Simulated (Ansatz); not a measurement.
# YSb (model cell, started as zinc blende): phonons and vibrational spectra, part 2 of 3

Task: relax YSb (model cell, started as zinc blende), then find its harmonic phonons.

Ansatz 0.2.0; DFT LDA, scalar-relativistic, plane waves, PAW.

So far. Step 3 (Tight relaxation): The forces vanish by symmetry and the pressure is 0.008 GPa, within the tolerances set. The cell now holds 39.16 Å³/atom. The relaxed cell has a = 6.792 Å (conventional setting).

The structure was built from a prototype and need not be the compound's stable phase.

**4. Modes at Γ**

The zone centre comes first: it holds the modes that light can see, as far as symmetry allows. The response to a homogeneous field gives the Born charges and the dielectric tensor, and its change with displacement the Raman tensors.

Input file input.yaml:

```yaml
crystal:
  lattice:
    - [0.0, 3.3958013813, 3.3958013813]
    - [3.3958013813, 0.0, 3.3958013813]
    - [3.3958013813, 3.3958013813, 0.0]
  atoms:
    - { symbol: "Y", position: [0.0, 0.0, 0.0] }
    - { symbol: Sb, position: [0.25, 0.25, 0.25] }
kpoints:
  mp_grid: { grid: [8, 8, 8] }
hamiltonian:
  xc: lda
scf:
  occupations: { method: fixed }
output:
  eigenvalues: true
phonons:
  method: dfpt
  dielectric: true
  rigid_motions: translations
  raman: true
```

On the command line:

```sh
$ ansatz run input.yaml --threads 4 --pin off --max-ram 7168MiB --backend cpu --events-out ev --progress --plain --runs-dir out
```

Numbers of over 12 decimals in the logs are rounded to 6 here.

Output:

```text
[...]
Crystal: 2 atoms, lattice volume = 78.317 Å³
Basis set: ecut = 420 eV, 1471 PW (Γ), exchange–correlation on 72×72×72 points (8 copies of the dense FFT grid, shifted against one another)
Bands: 17, of which v1, the nominal top of the filled ones, is band 13 counted from 1 (12 counted from 0)
Symmetry: 24 space group operations
k-points: 95 of 512 (irreducible under 4 space group operations, time reversal used)
[...]
SCF iter   1: F=—  HF=-10082.518525 eV  |F-HF|=—  |Δ(HF+E_count)|=         —  Δρ=5.73e-3  dr2=9.39e-3  ethr=1.77e-3  ⟨swp⟩=5.0  Hψ=6944  notcnv=0  defer=162
[...]
SCF iter   7: F=-10082.517552 eV  HF=-10082.517552 eV  |F-HF|=1.46e-11  |Δ(HF+E_count)|=   1.69e-9  Δρ=3.87e-7  dr2=5.72e-11  ethr=1.00e-12  ⟨swp⟩=7.0  Hψ=10355  notcnv=0
SCF 1 converged in 7 iterations: F = -10082.517552 eV  dr2 = 5.72e-11
[...]
DFPT response loops at Γ: preconditioner auto → none (the input reference at scf.mixing.eps_inf says where Resta's filter doesn't serve); β = 0.50; Broyden in place of MSR1
── the response to a field inside a basis, on 8×8×8 k-points: an SCF that follows is theirs, and a resumed run solves both again ──
Bands: 14, of which v1, the nominal top of the filled ones, is band 13 counted from 1 (12 counted from 0)
k-points: 60
[...]
Eigensolver: Dense (60 Hₖ)
SCF iter   1: F=—  HF=-10082.515985 eV  |F-HF|=—  |Δ(HF+E_count)|=         —  Δρ=6.24e-5  dr2=5.19e-7  ethr=1.00e-1
[...]
SCF iter   5: F=-10082.515986 eV  HF=-10082.515986 eV  |F-HF|=1.09e-11  |Δ(HF+E_count)|=  3.64e-11  Δρ=1.66e-7  dr2=1.94e-11  ethr=1.00e-12
SCF 1 converged in 5 iterations: F = -10082.515986 eV  dr2 = 1.94e-11
[...]
SCF converged after 7 iterations
Free energy (F): -10082.517552 eV
[...]
Internal energy: -10082.517552 eV  (E = F + TS)
E sigma→0 (E₀):  -10082.517552 eV
Fermi energy:    5.512906 eV
[...]
--- Band table (eV; the first three rows and the last of 95) ---
  k-point 0: bands = [... 9 lower, -2.6667, 4.8889, 4.8889, 4.8889, 8.2482, 8.2482, 8.3390, 11.8935]
  k-point 1: bands = [... 9 lower, -2.5838, 4.6103, 4.9351, 4.9351, 8.1800, 8.1800, 8.8402, 11.2034]
  k-point 2: bands = [... 9 lower, -2.3754, 4.1302, 5.0353, 5.0353, 8.1353, 8.1353, 9.5613, 10.0973]
  k-point 94: bands = [... 9 lower, -1.8489, 4.2773, 4.2881, 5.4240, 6.9258, 8.2208, 8.7092, 9.3026]
--- Phonons (Γ-DFPT): 2 representative perturbations + reference, on 95 of 512 k-points (Σ response iterations 6) ---
  k mesh reduced under 4 symmetry operations, with k and −k counted as one. Each operation leaves every solved perturbation unchanged. A smaller set is not considered because the run solves the response to a homogeneous field
  ASR residual: 1.020e-4 → 0.000e0 eV/Å²; symmetrization residual: 3.574e-5 eV/Å²
  ASR residual per site (eV/Å²): 1.02e-4 9.95e-5
  Γ frequencies (cm⁻¹): 0.00 0.00 0.00 174.36 174.36 174.36
  ε∞ (high-frequency dielectric tensor):
        8.129648     0.000000     0.000000
        0.000000     8.129648    -0.000000
        0.000000    -0.000000     8.129648
  ε⁰ (static dielectric tensor: ions relaxed, cell fixed):
       11.099227    -0.000000     0.000000
       -0.000000    11.099227    -0.000000
        0.000000    -0.000000    11.099227
  ε⁰ − ε∞ (ionic part):
        2.969579    -0.000000     0.000000
       -0.000000     2.969579    -0.000000
        0.000000    -0.000000     2.969579
  softest optical mode at Γ: 174.36 cm⁻¹; the repairs (sum rule, projections) moved no ω² at Γ by more than (0.98 cm⁻¹)²
  Born effective charges Z* (e; rows j = field, columns β = displacement):
    site 0:
         2.71723   -0.00000    0.00000
        -0.00000    2.71723    0.00000
         0.00000    0.00000    2.71723
    site 1:
        -2.71723    0.00000   -0.00000
         0.00000   -2.71723   -0.00000
        -0.00000   -0.00000   -2.71723
  Z* charge neutrality: 6.168e-4 e pre-enforcement
  solved inside a basis spanned on kpoints, on 8×8×8 k-points transformed towards the longest dipole: ε∞ is read to err by 2.2e-2, Z* by 1.6e-2 e (field_mesh: kpoints solves on kpoints); Z* is corrected for what the basis lacks
  Raman tensors (in the event stream and the table raman_tensors.tsv): an entry may err by 3.7e-2 Å², one of the second-order susceptibility by 2.5e-1 pm/V (basis, points and sum rule); their sum over the sites missed zero by 2.772e-5 Å² ahead of its enforcement
  optical modes at Γ without the LO–TO term, one row a degenerate level:
      ω (cm⁻¹)  modes    IR ((D/Å)²/amu)  static Raman (Å⁴/amu)  depolarisation
        174.36      3             9.9448                12.7538           0.750
  optical modes at Γ + LO–TO along q̂ = [1.0000, 0.0000, 0.0000]:
      ω (cm⁻¹)  modes    IR ((D/Å)²/amu)  static Raman (Å⁴/amu)  depolarisation
        174.36      2             6.6299                 8.5025           0.750
        203.73      1             3.3149                 0.5081           0.750
  optical modes at Γ + LO–TO along q̂ = [0.0000, 1.0000, 0.0000]:
      ω (cm⁻¹)  modes    IR ((D/Å)²/amu)  static Raman (Å⁴/amu)  depolarisation
        174.36      2             6.6299                 8.5025           0.750
        203.73      1             3.3149                 0.5081           0.750
  optical modes at Γ + LO–TO along q̂ = [0.0000, 0.0000, 1.0000]:
      ω (cm⁻¹)  modes    IR ((D/Å)²/amu)  static Raman (Å⁴/amu)  depolarisation
        174.36      2             6.6299                 8.5025           0.750
        203.73      1             3.3149                 0.5081           0.750
```

Wall time 87 s (4 threads of Arm Neoverse V2, shared host); peak memory 0.98 GiB.

The column dr2 measures how far the density is from self-consistency, as an energy; F and HF (Harris–Foulkes) agree once it is small.

Numbers from this step:

```
sum-rule residual before enforcement                    : 1.02e-4 eV/Å²
miss of the charge sum rule                             : 6.17e-4 e
estimated error of the dielectric tensor                : 0.02179
estimated error of the Born charges                     : 0.01583 e
point group                                             : -43m
highest optical mode at the zone centre (no LO-TO term) : 174.4 cm⁻¹
lowest optical zone-centre mode                         : 174.4 cm⁻¹
mean high-frequency dielectric constant                 : 8.130
largest Born charge (third of the trace)                : 2.717 e
mean static dielectric constant                         : 11.10
top of the zone-centre spectrum with the field          : 203.7 cm⁻¹
```

Without the LO-TO term. Patterns of degenerate modes are one choice out of their space. Modes at Γ, with each element's share of the kinetic energy:

```csv
mode,frequency (cm⁻¹),symmetry,Y %,Sb %
1,0.0,acoustic,42,58
2,0.0,acoustic,42,58
3,0.0,acoustic,42,58
4,174.4,T2,58,42
5,174.4,T2,58,42
6,174.4,T2,58,42
```

Displacements in mode 6 (174.4 cm⁻¹), the largest set to 1:
```
Y1   0.00 -0.80  1.00
Sb2  0.00  0.59 -0.73
```

Optical modes at the zone centre, without and with the macroscopic field of the longitudinal modes; each column is sorted by frequency, so a row need not hold one and the same mode. Modes with and without the field, by row:

| rank among optical modes | no field (cm⁻¹) | q along (1, 0, 0) (cm⁻¹) |
| --- | --- | --- |
| 1 | 174.4 | 174.4 |
| 2 | 174.4 | 174.4 |
| 3 | 174.4 | 203.7 |

Born charge (rows field, columns displacement) (e), principal values of the symmetric part by kind of site:

```
atom  atoms with these values    low  middle   high   mean
  Y1                        1   2.72    2.72   2.72   2.72
 Sb2                        1  -2.72   -2.72  -2.72  -2.72
```

In full for Sb2:

```
-2.72  0.00  0.00
 0.00 -2.72  0.00
 0.00  0.00 -2.72
```

High-frequency dielectric tensor:

```
8.13 0.00 0.00
0.00 8.13 0.00
0.00 0.00 8.13
```

Static dielectric tensor (ions relaxed, fixed cell):

```
11.10  0.00  0.00
 0.00 11.10  0.00
 0.00  0.00 11.10
```

Transverse modes. Lines of the infrared spectrum (strongest = 100):

```csv
position (cm⁻¹),label,relative intensity
174,T2,100
```

Activity x (w_L - w)^4 (n + 1)/w, 532 nm, 300 K; the tensors are static ones, while 532 nm light lies above the computed direct gap, where resonance would change the heights; modes without the macroscopic field alone. Lines of the Raman spectrum (strongest = 100):

```csv
position (cm⁻¹),label,relative intensity
174,T2,100
```

Static second-order susceptibility (pm/V), twice the coefficient d of second-harmonic generation. Second order susceptibility, by row:

```
field along  xx  yy  zz     yz     xz     xy
          x   0   0   0  21.92      0      0
          y   0   0   0      0  21.92      0
          z   0   0   0      0      0  21.92
```

Before it was imposed, the acoustic sum rule was missed by 1.0e-4 eV/Å² and the charge sum rule by 6.2e-4 e. Small misses are needed for a sound result but don't prove that mesh and cutoff are converged. The lowest optical mode is real, 174 cm⁻¹.

**5. Response at finite wavevector**

Stability and thermal properties need the whole zone. Linear response on a 4×4×4 q mesh gives force constants as far as a supercell of that size would, and the tensors from the zone-centre run are typed in so that the long-range dipole term is interpolated apart.

input.yaml, the sections that differ from step 4:

```yaml
phonons:
  method: dfpt
  qmesh: [4, 4, 4]
  temperatures: { t_max: 1000, t_step: 50 }
  qpath:
    path:
      - [[0.0, 0.0, 0.0], [-0.5, -0.5, 0.0], [-0.375, -0.375, 0.25]]
      - [[-0.375, 0.0, 0.375], [0.0, 0.0, 0.0], [0.0, 0.0, 0.5], [-0.5, -0.25, 0.25], [-0.5, -0.5, 0.0]]
    npoints: 10
  non_analytic_term:
    high_frequency_dielectric_tensor: [[8.1296, 0.0, 0.0], [0.0, 8.1296, 0.0], [0.0, 0.0, 8.1296]]
    born_effective_charges:
      - { species: "Y", tensor: [[2.7172, 0.0, 0.0], [0.0, 2.7172, 0.0], [0.0, 0.0, 2.7172]] }
      - { species: Sb, tensor: [[-2.7172, 0.0, 0.0], [0.0, -2.7172, 0.0], [0.0, 0.0, -2.7172]] }
    source: "zone-centre run at this cell"
# crystal, kpoints, hamiltonian, scf, output: as in step 4
```

Output:

```text
Warning: phonons: the dynamical matrix that this run interpolates holds no multipole term above the dipole-dipole one, and a site of this crystal is no centre of inversion, so its interpolated transverse optical and acoustic branches and sound speeds can stay off near Gamma, and the density of states and the thermodynamics with them. What a run solves at a wave vector of phonons.qpoints, Gamma apart, where the deck admits one, is free of this, and under fd what a larger phonons.supercell samples
[...]
Crystal: 2 atoms, lattice volume = 78.317 Å³
Basis set: ecut = 420 eV, 1471 PW (Γ), exchange–correlation on 72×72×72 points (8 copies of the dense FFT grid, shifted against one another)
Bands: 17, of which v1, the nominal top of the filled ones, is band 13 counted from 1 (12 counted from 0)
Symmetry: 24 space group operations
k-points: 29 of 512 (time reversal used)
[...]
SCF iter   1: F=—  HF=-10082.519186 eV  |F-HF|=—  |Δ(HF+E_count)|=         —  Δρ=5.64e-3  dr2=9.09e-3  ethr=1.77e-3  ⟨swp⟩=5.0  Hψ=2126  notcnv=0  defer=48
[...]
SCF iter   9: F=-10082.517552 eV  HF=-10082.517552 eV  |F-HF|=1.82e-12  |Δ(HF+E_count)|=  2.00e-11  Δρ=4.22e-8  dr2=9.53e-13  ethr=1.00e-12  ⟨swp⟩=7.9  Hψ=2660  notcnv=0
SCF 1 converged in 9 iterations: F = -10082.517552 eV  dr2 = 9.53e-13
[...]
NSCF: frozen V_eff on 29 k-points
[...]
DFPT response loops at q = (0, 0, 0) (fractional): preconditioner auto → none (the input reference at scf.mixing.eps_inf says where Resta's filter doesn't serve); β = 0.50; Broyden in place of MSR1
[...]
SCF converged after 9 iterations
Free energy (F): -10082.517552 eV
[...]
Internal energy: -10082.517552 eV  (E = F + TS)
E sigma→0 (E₀):  -10082.517552 eV
Fermi energy:    5.512905 eV
[...]
--- Band table (eV; the first three rows and the last of 29) ---
  k-point 0: bands = [... 9 lower, -2.6667, 4.8889, 4.8889, 4.8889, 8.2482, 8.2482, 8.3390, 11.8935]
  k-point 1: bands = [... 9 lower, -2.5838, 4.6103, 4.9351, 4.9351, 8.1800, 8.1800, 8.8401, 11.2034]
  k-point 2: bands = [... 9 lower, -2.3754, 4.1302, 5.0353, 5.0353, 8.1353, 8.1353, 9.5613, 10.0973]
  k-point 28: bands = [... 9 lower, -1.8489, 4.2772, 4.2881, 5.4240, 6.9258, 8.2208, 8.7092, 9.3026]
--- Phonons (Γ-DFPT): 2 representative perturbations + reference (Σ response iterations 6) ---
  ASR residual: 3.329e-5 → 0.000e0 eV/Å²; symmetrization residual: 3.463e-5 eV/Å²
  ASR residual per site (eV/Å²): 3.19e-5 3.33e-5
  Γ frequencies (cm⁻¹): 0.00 0.00 0.00 174.36 174.36 174.36
--- Phonons (arbitrary-q DFPT): 8 irreducible q on the 4×4×4 mesh ---
  q = [0.0000, 0.0000, 0.0000] (star 1, of the zone-centre solve; hermiticity 1.21e-5, symmetrization 4.54e-12): -0.00 -0.00 -0.00 174.36 174.36 174.36
  q = [0.0000, 0.0000, 0.2500] (star 8, 2 solved perturbations on 288 of 512 k-point pairs; hermiticity 3.52e-6, symmetrization 7.96e-12): 13.22 13.22 67.86 174.42 174.42 192.85
[...]
q = [0.0000, 0.2500, 0.2500] (star 6, 4 solved perturbations in 528 linear systems a pass and spin channel, the states on 164 of 512 k-point pairs; hermiticity 8.13e-6, symmetrization 1.42e-13): 22.30 22.30 74.98 172.49 172.49 190.67
[...]
sum rule: each row above includes the acoustic sum rule's correction from the zone centre's row sums; it moved no ω² by more than (0.31 cm⁻¹)²
  mesh force constants: q→R imaginary residual 2.28e-18; ASR residual 3.329e-5 → 0.000e0 eV/Å²; symmetrization residual 2.665e-15 eV/Å²
  interpolated dispersion: 63 rows × 6 modes
  density of states and harmonic sums: on the 16×16×16 q-mesh, interpolated from the force constants of a 4×4×4 supercell (with the dipole–dipole term of supplied tensors)
  largest difference from the sums on the solved wave vectors: F 4.38e-3 eV, S 6.42e-6 and C_V 2.04e-6 eV/K
  zero-point energy: 0.042161 eV/cell   skipped modes (ω ≤ 0): 13, of them read as no rigid motion or as one in doubt: 10 (2.246e-2 modes/cell left out, lowest -5.08 cm⁻¹)   left out of the sums: 3.87e-3 of the cell's modes: C_V's classical limit lies that fraction below 3 k_B per atom; for a crystal, a wire or a layer, F and S can be off by more, and a phonons.interpolated_qmesh denser along its periods is the remedy for the sampling
```

It took 2.4 min on 4 threads; peak memory 1.6 GiB; 9.5 min of CPU time.

Numbers from this step:

```
sum-rule residual before enforcement                    : 3.33e-5 eV/Å²
lowest frequency on the path                            : -5.862 cm⁻¹
highest frequency on the path or at a solved wavevector : 203.7 cm⁻¹
lowest mode on the q mesh (acoustic modes at Γ apart)   : 13.22 cm⁻¹
```

Frequencies (cm⁻¹) solved at each irreducible wavevector; negative means imaginary. Frequencies by wavevector, by row:

```
q in reciprocal lattice units  star  mode 1  mode 2  mode 3  mode 4  mode 5  mode 6
                        0 0 0     1       0       0       0   174.4   174.4   174.4
                     0 0 0.25     8    13.2    13.2    67.9   174.4   174.4   192.8
                     0 0 -0.5     4    19.3    19.3   106.7   174.2   174.7   174.7
                  0 0.25 0.25     6    22.3    22.3      75   172.5   172.5   190.7
                  0 0.25 -0.5    24    27.9    43.1   110.6   167.2   172.3   172.8
                 0 0.25 -0.25    12    21.7    43.5    97.4     172   174.1   175.2
                  0 -0.5 -0.5     3    33.1    33.1   127.1   161.7   170.2   170.2
              0.25 -0.5 -0.25     6    42.8    46.3   125.5   152.8   171.2   171.6
```

[end of part 2 of 3]

[Logs are printed without paths, hosts, clocks, repeated set-up lines and the standing remarks that a program may print on its own settings, such as how far it seeks lower states.]

[Hosts, paths, dates, database ids (printed as entryN), source tags and the programs' standing remarks are cut or masked in the printed files.]
